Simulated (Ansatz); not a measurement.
# Is W-Ti-Ti-W stack of (111) layers a stable metal?, part 2 of 2

The plan: relax W-Ti-Ti-W stack of (111) layers, check its phonons, and, if the lattice is stable, compute its Eliashberg function and ρ(T).

Ansatz 0.2.0; DFT PBEsol, scalar-relativistic, plane waves, PAW; PAW set soft_1.

So far. Step 3 (Relaxation): Little changed from the start: no atom moved by 0.005 Å and no cell edge by 0.1 %. Step 4 (Relaxing tightly for phonons): Little changed from the start: no atom moved by 0.005 Å and no cell edge by 0.1 %.

## (5) Phonons: q 2×2×1, k 6×6×1

Couplings are defined for a stable lattice alone, so phonons come first.

input.yaml reads:

```yaml
crystal:
  lattice:
    - [2.7260366573, 2.6925e-06, 0.0]
    - [-1.3630206604, 2.3608156506, 0.0]
    - [0.0, 0.0, 38.1180212893]
  atoms:
    - { symbol: W, position: [0.0, 0.0, 0.1439582215] }
    - { symbol: Ti, position: [0.3333333333, 0.6666666667, 0.2071460709] }
    - { symbol: Ti, position: [0.6666666667, 0.3333333333, 0.2692430329] }
    - { symbol: W, position: [0.0, 0.0, 0.3324308823] }
  periodic: [true, true, false]
kpoints:
  mp_grid: { grid: [6, 6, 1] }
hamiltonian:
  xc: pbesol
  pseudopotentials: { kind: paw, azcp: { folder: soft_1 }, xc_functional: pbe }
scf:
  occupations: { method: methfessel_paxton, width: 0.2 }
output:
  eigenvalues: true
phonons:
  method: dfpt
  qmesh: [2, 2, 1]
  temperatures: { t_max: 1000, t_step: 50 }
  qpath:
    path:
      - [0.0, 0.0, 0.0]
      - [0.5, 0.0, 0.0]
      - [0.33333333, 0.33333333, 0.0]
      - [0.0, 0.0, 0.0]
    npoints: 10
```

Started as:

```
$ ansatz run input.yaml --threads 4 --pin off --max-ram 12288MiB --backend cpu --events-out ev --progress --plain --runs-dir out
```

Numbers of over 12 decimals in the logs are rounded to 6 here.

What it wrote:

```text
Warning: crystal.symmetry: narrowed to the stabiliser of the run's FFT grids — unitary ops 12 → 6. A phonons.method: dfpt run fills in the rows of the dynamical matrix that it does not solve by its symmetry operations, which is exact only for operations that map its FFT grids onto themselves: filled in by any other, the frequencies could depend on the order in which like atoms are typed, or, by more than the grids' own error, on where the crystal sits among the grids' points. Excluded: 6 operations. The run can therefore solve more perturbations, solve them on more k-points, or both, and cost more. [rest of the remark cut]
[...]
Crystal: 4 atoms, lattice volume = 245.315 Å³
Basis set: ecut = 420 eV, 4825 PW (Γ), exchange–correlation on 40×40×512 points (8 copies of the dense FFT grid, shifted against one another)
Bands: 32, of which v1, the nominal top of the filled ones, is band 26 counted from 1 (25 counted from 0)
Symmetry: 12 space group operations
k-points: 7 of 36 (irreducible under 6 space group operations, time reversal used)
[...]
SCF iter   1: F=—  HF=-25463.646738 eV  |F-HF|=—  |Δ(HF+E_count)|=         —  Δρ=5.50e-2  dr2=1.24e2  ethr=3.10e-3  ⟨swp⟩=12.1  Hψ=1611  notcnv=0
[...]
SCF iter   4: F=—  HF=-25459.430954 eV  |F-HF|=—  |Δ(HF+E_count)|=   8.49e-1  S|Δr|=    0.00e0  Δρ=7.79e-3  dr2=3.60e-1  ethr=3.10e-3  ⟨swp⟩=13.3  Hψ=2368  notcnv=0
automatic band count: the SCF goes on with 38 bands, as 32 were too few: they end inside the smearing window of the response
SCF iter   5: F=—  HF=-25459.409482 eV  |F-HF|=—  |Δ(HF+E_count)|=   2.15e-2  S|Δr|=    0.00e0  Δρ=2.29e-3  dr2=1.04e-2  ethr=6.93e-4  ⟨swp⟩=2.1  Hψ=407  notcnv=0  defer=2
[...]
SCF iter  14: F=-25459.410261 eV  HF=-25459.410261 eV  |F-HF|=9.17e-10  |Δ(HF+E_count)|=   1.78e-9  S|Δr|=    0.00e0  Δρ=4.71e-8  dr2=4.25e-12  ethr=1.00e-12  ⟨swp⟩=20.6  Hψ=2405  notcnv=0
SCF 1 converged in 14 iterations: F = -25459.410261 eV  dr2 = 4.25e-12
[...]
phonons: the bands overlap, so this run is a metal and interpolates without the dipole-dipole term. If the crystal is really an insulator or semiconductor, its LO-TO splitting is missing
NSCF: frozen V_eff on 7 k-points
[...]
DFPT response loops at q = (0, 0, 0) (fractional): preconditioner auto → none (partly filled bands, converged f_vac=0.691); β = 0.50; Broyden in place of MSR1
[...]
SCF converged after 14 iterations
Stability not checked: this state was not tested for a lower state beside it, because cold or Methfessel-Paxton smearing, or corrected tetrahedra, fill the levels in a way that the test cannot read (fill_not_monotonic; see scf.lower_state_search)
Free energy (F): -25459.410261 eV
[...]
Internal energy: -25459.384480 eV  (E = F + TS)
E sigma→0 (E₀):  -25459.403816 eV
Entropy (-TS):   -0.025781 eV (-6.445 meV/atom)
Fermi energy:    -5.367334 eV
Step filling:    the computed levels leave a gap of 0.0363 eV = 0.2 smearing widths at the electron count; against every level under it full and every level over it empty, smearing changes F+E_penalty+E_count by -8.342 meV and its σ→0 estimate by -1.897 meV
[...]
--- Band table (eV; the first three rows and the last of 7) ---
  k-point 0: bands = [... 22 lower, -5.5554, -5.5554, -5.5516, -5.5516, -5.3566, -5.2637, -4.9833, -4.2480, ... 8 higher]
  k-point 1: bands = [... 22 lower, -6.4379, -6.2360, -6.1388, -6.0707, -4.9780, -4.7287, -4.4686, -4.4542, ... 8 higher]
  k-point 2: bands = [... 22 lower, -6.8533, -6.1465, -5.4800, -5.3473, -5.1856, -4.5653, -3.9832, -3.5164, ... 8 higher]
  k-point 6: bands = [... 22 lower, -6.4599, -6.3698, -6.3698, -6.3176, -6.3176, -5.6377, -5.6377, -3.5099, ... 8 higher]
--- Phonons (Γ-DFPT): 8 representative perturbations + reference (Σ response iterations 48) ---
  ASR residual: 3.609e-5 → 0.000e0 eV/Å²; symmetrization residual: 3.327e-5 eV/Å²
  The last average, over the group as it would stand without the narrowing to the FFT grids, took up to 3.665e-6 eV/Å² of the zone centre's force constants
  ASR residual per site (eV/Å²): 3.26e-5 1.34e-5 1.92e-5 3.61e-5
  Γ frequencies (cm⁻¹): -84.67 -84.67 -37.48 -37.48 0.00 0.00 0.00 61.14 71.86 71.86 192.63 238.68
--- Phonons (arbitrary-q DFPT): 2 irreducible q on the 2×2×1 mesh ---
  q = [0.0000, 0.0000, 0.0000] (star 1, of the zone-centre solve; hermiticity 4.56e-6, symmetrization 2.28e-6, taken by the last average 5.03e-7): -84.67 -84.67 -37.48 -37.48 -0.00 -0.00 0.00 61.14 71.86 71.86 192.63 238.68
  q = [0.0000, -0.5000, 0.0000] (star 3, 12 solved perturbations in 212 linear systems a pass and spin channel, the states on 20 of 36 k-point pairs; hermiticity 1.05e-5, symmetrization 2.15e-6, taken by the last average 2.86e-7): -131.52 -120.99 -111.80 -97.57 113.72 127.94 148.86 175.98 192.35 220.83 265.49 277.98
  sum rule: each row above includes the acoustic sum rule's correction from the zone centre's row sums; it moved no ω² by more than (0.33 cm⁻¹)²
  mesh force constants: q→R imaginary residual 2.25e-17; ASR residual 3.609e-5 → 0.000e0 eV/Å²; symmetrization residual 6.217e-15 eV/Å²
  interpolated dispersion: 31 rows × 12 modes
  density of states and harmonic sums: on the 26×26×1 q-mesh, interpolated from the force constants of a 2×2×1 supercell (no non-analytic term)
  largest difference from the sums on the solved wave vectors: F 1.43e-1 eV, S 2.04e-4 and C_V 6.45e-5 eV/K
  zero-point energy: 0.082623 eV/cell   skipped modes (ω ≤ 0): 286, of them read as no rigid motion or as one in doubt: 283 (4.027e0 modes/cell left out, lowest -131.52 cm⁻¹)   left out of the sums: 3.36e-1 of the cell's modes: C_V's classical limit lies that fraction below 3 k_B per atom; for a crystal, a wire or a layer, F and S can be off by more, and a phonons.interpolated_qmesh denser along its periods is the remedy for the sampling
```

Elapsed: 2.7 min, on 4 threads of Arm Neoverse V1, shared host; peak memory 1.1 GiB; 9.6 min of CPU time.

In the SCF lines HF is the Harris–Foulkes energy and dr2 the Hartree energy of the density residual, in eV; the loop may stop once dr2 is under the threshold and the program's other checks hold. Hψ counts applications of the Hamiltonian.

This step gave:

- share of imaginary modes in the plain interpolation between solved wavevectors: 0.336
- highest frequency, solved or plainly interpolated: 278 cm⁻¹

Solved on the 2×2×1 mesh alone; all other wavevectors are interpolated. Phonon branches along the path, in cm⁻¹:

```
  point  branch 1  branch 2  branch 3  branch 4  branch 9  branch 10  branch 11  branch 12
      Γ       -85       -85       -38       -38        72         72        193        239
halfway       -99       -82       -81       -63       145        175        221        237
      M      -132      -121      -112       -98       192        221        266        278
halfway      -121      -104      -101       -78       212        213        260        267
      K      -120      -109        50        50       223        234        248        248
halfway       -95       -93       -80       -68       168        173        232        237
      Γ       -85       -85       -38       -38        72         72        193        239
```

Lowest modes at the softest wavevector of the mesh. The modes at q = (0.500, 0.000, 0.000) (shares of kinetic energy by element, %) (negative means imaginary):

```
mode  frequency (cm⁻¹)  W %  Ti %
   1            -131.5  100     0
   2            -121.0   92     8
   3            -111.8  100     0
   4             -97.6   99     1
   5             113.7    0   100
   6             127.9   35    65
```

Displacements in mode 1 (-131.5 cm⁻¹), the largest set to 1, in the home cell:
```
W1  -0.58  1.00  0.00
Ti2 -0.01  0.02  0.00
Ti3  0.01 -0.02  0.00
W4  -0.58  1.00  0.00
```

Displacements in mode 5 (113.7 cm⁻¹), the largest set to 1, in the home cell:
```
W1   0.01 -0.02  0.00
Ti2  0.58 -1.00  0.00
Ti3  0.58 -1.00  0.00
W4  -0.01  0.02  0.00
```

Among the solved wavevectors the lowest mode, translations apart, is -132 cm⁻¹, imaginary.

## (6) Phonons by linear response: q 3×3×1, k 9×9×1

An imaginary mode on so few k-points may come from the sampling, so the phonons are repeated with another q and k mesh.

Changes to input.yaml since step 5:

```diff
@@ -12,3 +12,3 @@
 kpoints:
-  mp_grid: { grid: [6, 6, 1] }
+  mp_grid: { grid: [9, 9, 1] }
 hamiltonian:
@@ -22,3 +22,3 @@
   method: dfpt
-  qmesh: [2, 2, 1]
+  qmesh: [3, 3, 1]
   temperatures: { t_max: 1000, t_step: 50 }
```

What it wrote:

```text
[...]
Crystal: 4 atoms, lattice volume = 245.315 Å³
Basis set: ecut = 420 eV, 4825 PW (Γ), exchange–correlation on 40×40×512 points (8 copies of the dense FFT grid, shifted against one another)
Bands: 32, of which v1, the nominal top of the filled ones, is band 26 counted from 1 (25 counted from 0)
Symmetry: 12 space group operations
k-points: 12 of 81 (irreducible under 6 space group operations, time reversal used)
[...]
SCF iter   1: F=—  HF=-25463.617998 eV  |F-HF|=—  |Δ(HF+E_count)|=         —  Δρ=5.21e-2  dr2=1.09e2  ethr=3.10e-3  ⟨swp⟩=12.2  Hψ=2745  notcnv=0
[...]
SCF iter  14: F=-25459.615307 eV  HF=-25459.615307 eV  |F-HF|=1.21e-9  |Δ(HF+E_count)|=   2.15e-9  S|Δr|=    0.00e0  Δρ=4.16e-8  dr2=5.05e-12  ethr=1.00e-12  ⟨swp⟩=20.6  Hψ=4159  notcnv=0
SCF 1 converged in 14 iterations: F = -25459.615307 eV  dr2 = 5.05e-12
[...]
SCF converged after 14 iterations
[...]
Free energy (F): -25459.615307 eV
[...]
Internal energy: -25459.616312 eV  (E = F + TS)
E sigma→0 (E₀):  -25459.615558 eV
Entropy (-TS):   0.001005 eV (0.251 meV/atom)
Fermi energy:    -5.448365 eV
[...]
--- Band table (eV; the first three rows and the last of 12) ---
  k-point 0: bands = [... 22 lower, -5.5596, -5.5596, -5.5548, -5.5548, -5.3851, -5.3599, -5.0274, -4.3579, ... 8 higher]
  k-point 1: bands = [... 22 lower, -6.0896, -6.0212, -5.7795, -5.6782, -5.1515, -5.0628, -5.0561, -4.5610, ... 8 higher]
  k-point 2: bands = [... 22 lower, -6.6011, -6.5188, -6.4171, -6.1150, -5.1414, -4.9547, -4.2585, -3.8949, ... 8 higher]
  k-point 11: bands = [... 22 lower, -6.5546, -6.3666, -6.3666, -6.3197, -6.3197, -5.7406, -5.7406, -3.5852, ... 8 higher]
[...]
ASR residual: 2.852e-5 → 0.000e0 eV/Å²; symmetrization residual: 2.876e-5 eV/Å²
[...]
ASR residual per site (eV/Å²): 2.85e-5 2.26e-5 2.54e-5 2.44e-5
[...]
--- Phonons (arbitrary-q DFPT): 3 irreducible q on the 3×3×1 mesh ---
[...]
interpolated dispersion: 31 rows × 12 modes
[...]
```

Wall time 9.4 min (4 threads); peak memory 1.9 GiB.

This step gave:

* share of imaginary modes in the plain interpolation between solved wavevectors: 0.0847
* highest frequency, solved or plainly interpolated: 313.2 cm⁻¹

Solved on the 3×3×1 mesh alone; all other wavevectors are interpolated. Phonon branches along the path, in cm⁻¹:

```
  point  branch 1  branch 2  branch 3  branch 4  branch 9  branch 10  branch 11  branch 12
      Γ       -65       -65       -30       -30        80         80        216        273
halfway       -47       -28       -20        69       173        199        254        264
      M        27        29        56        90       203        225        286        313
halfway        68        86        87        91       225        236        285        296
      K        84        96       118       118       262        262        262        273
halfway       -38        44        47        75       171        230        257        266
      Γ       -65       -65       -30       -30        80         80        216        273
```

The modes has structure finer than the step of the table below, so its rows give means over 10 cm⁻¹, whole bins alone (the curve runs from -80.2 to 332 cm⁻¹). Peaks (cm⁻¹: height): Ti 80.6: 0.0133, 96.2: 0.0119, 145.4: 0.0354, 174.0: 0.0309, 241.4: 0.0446, 267.3: 0.0434, 282.9: 0.0338; W -28.3: 0.0345, 78.0: 0.0733, 137.7: 0.0300, 176.6: 0.0501.

Phonopy on the run's constants, 21x21x1 mesh, Gaussian sigma 2.9 cm⁻¹. Modes against wavenumber; means over each step; values in 1/cm⁻¹/cell:

```
wavenumber (cm⁻¹)       Ti        W
              -70  0.00393  0.00131
              -60  0.00475  0.00290
              -50  0.00322  0.00507
              -40  0.00464  0.00987
              -30  0.00652   0.0255
              -20  0.00357   0.0182
              -10  0.00135  0.00754
                0   5.3e-4  0.00567
               10  0.00135  0.00816
               20  0.00285   0.0149
               30  0.00392   0.0250
               40  0.00506   0.0248
               50  0.00614   0.0248
               60  0.00797   0.0318
               70  0.00643   0.0414
               80   0.0113   0.0677
               90  0.00848   0.0367
              100  0.00775   0.0178
              110   0.0146   0.0174
              120   0.0172   0.0172
              130   0.0252   0.0226
              140   0.0294   0.0283
              150   0.0265   0.0216
              160   0.0165   0.0161
              170   0.0277   0.0358
              180   0.0217   0.0360
              190   0.0174   0.0125
              200   0.0147  0.00363
              210   0.0191  0.00179
              220   0.0210  0.00310
              230   0.0312  0.00339
              240   0.0385  0.00330
              250   0.0331  0.00243
              260   0.0296  0.00189
              270   0.0392  0.00198
              280   0.0307   7.9e-4
              290   0.0276   6.2e-4
              300   0.0176   3.0e-4
              310   0.0109   1.3e-4
              320   8.7e-4   9.0e-6
```

No LO-TO term; unit eigenvectors of the mass-weighted matrix. The modes at Γ (shares of kinetic energy by element, %) (negative means imaginary):

```
mode  frequency (cm⁻¹)  symmetry  W %  Ti %
   1             -64.9        Eu   21    79
   2             -64.9        Eu   21    79
   3             -30.3        Eg   98     2
   4             -30.3        Eg   98     2
   5               0.0   unnamed   79    21
   6               0.0   unnamed   79    21
   7               0.0   unnamed   79    21
   8              65.4       A1g   93     7
   9              80.5        Eg    2    98
  10              80.5        Eg    2    98
  11             215.6       A2u   21    79
  12             272.7       A1g    7    93
```

Displacements in mode 2 (-64.9 cm⁻¹), the largest set to 1:
```
W1  -0.01 -0.26  0.00
Ti2  0.03  1.00  0.00
Ti3  0.03  1.00  0.00
W4  -0.01 -0.26  0.00
```

Displacements in mode 12 (272.7 cm⁻¹), the largest set to 1:
```
W1   0.00  0.00 -0.14
Ti2  0.00  0.00  1.00
Ti3  0.00  0.00 -1.00
W4   0.00  0.00  0.14
```

Among the solved wavevectors the lowest mode, translations apart, is -64.9 cm⁻¹, imaginary.

## (7) Results

* phonon run of the rows without a label of their own: PBEsol, q 3×3×1, k 9×9×1
* softest mode on the q mesh: -64.9 cm⁻¹ at q = (0, 0, 0)
* highest frequency, solved or plainly interpolated: 313 cm⁻¹

What this shows: The lattice is dynamically unstable at this level: a mode at q = (0, 0, 0) is imaginary, 64.9i cm⁻¹, so no harmonic coupling constant or resistivity is defined for this structure. These meshes are coarse, and single modes of a metal can move by tens of cm⁻¹ with the k mesh. The coarser mesh found an imaginary mode at another wavevector, which this mesh lacks. Spin–orbit coupling, left out here, matters for W. The phonon runs are not spin-polarised. The PAW files were made for PBE; under other functionals the run regenerates their frozen core. The structure was built by hand as an ordered model, and its stability against other phases was not tested.

[Logs are printed without paths, hosts, clocks, repeated set-up lines and the standing remarks that a program may print on its own settings, such as how far it seeks lower states.]

[Hosts, paths, dates, database ids (printed as entryN), source tags and the programs' standing remarks are cut or masked in the printed files.]
